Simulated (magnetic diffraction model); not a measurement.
# Which magnetic order? Tb₃Ga₄Co₁₁

Space group P6/mmm (no. 191), a = 5.3610 Å, c = 10.3730 Å.

```
site  atom    x    y       z
  2e    Tb    0    0  0.3443
  1a    Tb    0    0       0
  4h    Ga  2/3  1/3  0.3480
  6i    Co    0  1/2  0.2042
  3g    Co    0  1/2     1/2
  2c    Co  1/3  2/3       0
```

The compound is invented for this exercise: a known structure type with other elements, its cell scaled to their sizes and not relaxed.

Only Tb is taken to order (form factors of Tb3+); orders and moment sizes are assumed, and not adapted to the symmetry. Radiation: neutrons of λ = 2.567 Å, 3° to 100°; isotropic B of 0.26 Å² (Tb), 0.35 Å² (Ga) and 0.31 Å² (Co). The intensities are simulated: I ∝ L Σ (|F_N|² + |F_M⊥|²) for unpolarised neutrons, with F_M = 2.695 fm/μB × Σ f(s) S exp(2πi Q·r) exp(−B s²) at Q = H ± k (one set where k and −k are equivalent), only the part normal to Q counting and L = 1/(sin²θ cos θ). For a modulated order the moment at position r is S exp(−2πi k·r) + c.c., with S = m/2 for a sine wave of amplitude m and S = m(u + iv)/2 for moments turning in a plane, u and v being orthogonal unit vectors in it; the phase factor of the sum at Q = H + k is then exp(2πi H·r). Form factors are spin-only for 3d ions and dipole or tabulated for f ions, scattering lengths are Sears's of 1992, and absorption is left out. A label names one of the reflections at its angle. The strongest nuclear line in the range is 100, and lines under 0.2 are left out.

Above the ordering temperature:

```
2θ (°)    index      I
 14.21  (0 0 1)   22.5
 28.66  (0 0 2)    1.4
 32.10  (1 0 0)    0.3
 35.26  (1 0 1)    3.5
 43.56  (1 0 2)    2.1
 43.58  (0 0 3)   13.5
 55.14  (1 0 3)    5.7
 57.22  (1 1 0)   46.8
 59.28  (1 1 1)    5.0
 59.33  (0 0 4)    0.3
 67.13  (2 0 0)   11.7
 74.58  (1 1 3)  100.0
 76.44  (0 0 5)    1.0
 83.51  (2 0 3)    4.2
 87.05  (1 1 4)   14.5
 95.77  (2 1 1)    1.6
 95.82  (2 0 4)    7.6
 95.87  (0 0 6)   12.7
```

Below it (cell unchanged):

```
2θ (°)      I
  5.28  350.0
 14.21   22.5
 26.64   13.2
 28.66    1.4
 29.73   28.3
 32.10    0.3
 35.17   18.4
 35.26    3.5
 37.63    6.4
 43.56    2.1
 43.58   13.5
 43.93    7.1
 51.81    5.3
 52.15    7.0
 53.65   11.2
 55.14    5.7
 57.19    9.8
 57.22   46.8
 57.51    7.1
 58.91    4.2
 59.28    5.0
 59.33    0.3
 60.91    2.2
 62.56    4.6
 64.20    5.3
 67.13   11.7
 70.24    6.3
 70.53    4.1
 73.59    1.5
 74.58  100.0
 74.83    6.5
 76.44    1.0
 77.84    2.4
 79.33    4.9
 80.81    5.5
 83.51    4.2
```
(The table stops after 36 lines; 11 more lie at higher angle.)

**Question.** Check that the new lines index with k = (1/6 0 0), then choose among these models:
A. moments turning in the plane of [100] and [001], 5.2 μB on Tb; signs + at (0, 0, 0.3443), + at (0, 0, 0.6557), + at (0, 0, 0)
B. a sine wave with moments along [010] (amplitudes given), 5.2 μB on Tb; signs + at (0, 0, 0.3443), + at (0, 0, 0.6557), + at (0, 0, 0)
C. moments turning in the plane of [100] and [010], 5.2 μB on Tb; signs + at (0, 0, 0.3443), + at (0, 0, 0.6557), + at (0, 0, 0)
D. a sine wave with moments along [001] (amplitudes given), 5.2 μB on Tb; signs + at (0, 0, 0.3443), + at (0, 0, 0.6557), + at (0, 0, 0)

The new lines index as (1/6 0 0) at 5.28°, (5/6 0 0) at 26.64°, (5/6 -1 0) at 29.73° and (1/6 1 0) at 35.17°, that is as H ± k with k = (1/6 0 0), one of 3 inequivalent arms of its star (k and −k counted as one), which a powder can't tell apart. Satellites come in pairs about each point of the reciprocal lattice.

Magnetic intensity, observed (below minus above) and for each model:

| 2θ (°) | index | observed | A | B | C | D |
| --- | --- | --- | --- | --- | --- | --- |
| 5.28 | (1/6 0 0) | 350.0 | 350.0 | 280.0 | 280.0 | 280.0 |
| 29.73 | (5/6 -1 0) | 28.3 | 28.3 | 2.2 | 16.8 | 16.8 |
| 35.17 | (1/6 1 0) | 18.4 | 18.4 | 4.4 | 11.8 | 11.8 |
| 43.93 | (1/6 0 3) | 7.1 | 7.1 | 7.1 | 14.1 | <0.2 |
| 51.81 | (5/6 0 3) | 5.3 | 5.3 | 5.0 | 8.6 | 1.4 |
| 53.65 | (5/6 -1 3) | 11.2 | 11.2 | 6.6 | 15.4 | 3.0 |
| 57.19 | (1/6 1 3) | 9.8 | 9.8 | 6.0 | 12.8 | 3.2 |
| 57.51 | (7/6 -2 0) | 7.1 | 7.1 | <0.2 | 4.1 | 4.1 |

Model A matches.

The structure used: k = (1/6 0 0), moments turning in the plane of [100] and [001], 5.2 μB on Tb; signs + at (0, 0, 0.3443), + at (0, 0, 0.6557), + at (0, 0, 0).

[Logs are printed without paths, hosts, clocks, repeated set-up lines and the standing remarks that a program may print on its own settings, such as how far it seeks lower states.]
